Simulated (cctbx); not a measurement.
# Accept or mend?

Cell a = 4.3710 Å, b = 4.3710 Å, c = 7.7920 Å, α = 90.00°, β = 90.00°, γ = 90.00°; space group P4/mmm (no. 123).

The data are simulated with cctbx, not measured: Ga Kα, λ = 1.3414 Å, to d = 0.8 Å, 95 % of the full sphere, strongest reflection 70000 counts, noise from counting, a 6 % proportional error and a noise floor of 15 counts (s.d.); no absorption.

An anisotropic refinement with weights 1/σ² prints:

```text
Rint 0.047, 123 unique reflections to 0.80 A
cycle     R1     wR2    GooF  max shift (A)
   1  0.2789  0.5074  20.160   0.02641
   2  0.2163  0.3914  15.553   0.00016
final R1 0.2163 wR2 0.3914 GooF 15.552  parameters 8  data/parameter 15.4
atom        x        y        z      Ueq    occ   su(xyz)  su(Uiso or U11)
Bi1    0.00000  0.00000  0.50000   0.0188  1.000  0.00000  0.0038
Pb1    0.50000  0.50000  0.00000  -0.0072  1.000  0.00000  0.0027  NPD
Pt1    0.50000  0.00000  0.72699   0.0039  1.000  0.00079  0.0030  NPD
difference map: max 131.35 min -12.39 rms 8.67
Q1    0.5000  0.5000  0.0000    1  131.35  0.00 A from Pb1
Q2    0.0000  0.0000  0.0000    1  110.73  3.05 A from Pt1
Q3    0.5000  0.5000  0.5000    1  106.57  2.81 A from Pt1
Q4    0.0000  0.5000  0.2544    4   94.90  0.15 A from Pt1
Q5    0.0000  0.0000  0.5000    1   69.82  0.00 A from Bi1
Q6    0.0000  0.2127  0.0751    8    3.83  1.99 A from Pt1
```

**Question.** Can this result stand? If not, what is the likely fault?

Mend it. The fault: an atom left out, Mo at (0, 0, 0). Against the right model at the same level, R1 goes from 0.0100 to 0.2163 and GooF from 1.00 to 15.55, U of Pb1 shrinks from 0.0072 to -0.0072 Å², the top difference peak, 131.3 e/Å³, lies on Pb1 and Pb1 and Pt1 go non-positive-definite. Q2 is the missing atom. With scattering power missing, scale and phases suffer, so peaks may also grow on the heavy atoms.

The compound is BiMoPt4Pb. The right model at the same level gives:

```text
Rint 0.047, 123 unique reflections to 0.80 A
cycle     R1     wR2    GooF  max shift (A)
   1  0.0160  0.0481   1.928   0.00100
   2  0.0100  0.0251   1.005   0.00000
final R1 0.0100 wR2 0.0251 GooF 1.005  parameters 10  data/parameter 12.3
atom        x        y        z      Ueq    occ   su(xyz)  su(Uiso or U11)
Bi1    0.00000  0.00000  0.50000   0.0095  1.000  0.00000  0.0002
Pb1    0.50000  0.50000  0.00000   0.0072  1.000  0.00000  0.0002
Pt1    0.50000  0.00000  0.73049   0.0089  1.000  0.00004  0.0002
Mo1    0.00000  0.00000  0.00000   0.0108  1.000  0.00000  0.0003
difference map: max 1.17 min -0.94 rms 0.24
Q1    0.0000  0.5000  0.5000    2    1.17  1.80 A from Pt1
Q2    0.0000  0.0000  0.1250    2    0.96  0.97 A from Mo1
Q3    0.5000  0.5000  0.2702    2    0.79  2.11 A from Pb1
Q4    0.0000  0.5000  0.3711    4    0.67  0.79 A from Pt1
Q5    0.2336  0.2336  0.4169    8    0.60  1.58 A from Bi1
Q6    0.5000  0.5000  0.1371    2    0.58  1.07 A from Pb1
```

This is a model crystal, built by substitution and not relaxed, with assumed displacement parameters.

[Middle refinement cycles are left out of these outputs.]

[Logs are printed without paths, hosts, clocks, repeated set-up lines and the standing remarks that a program may print on its own settings, such as how far it seeks lower states.]
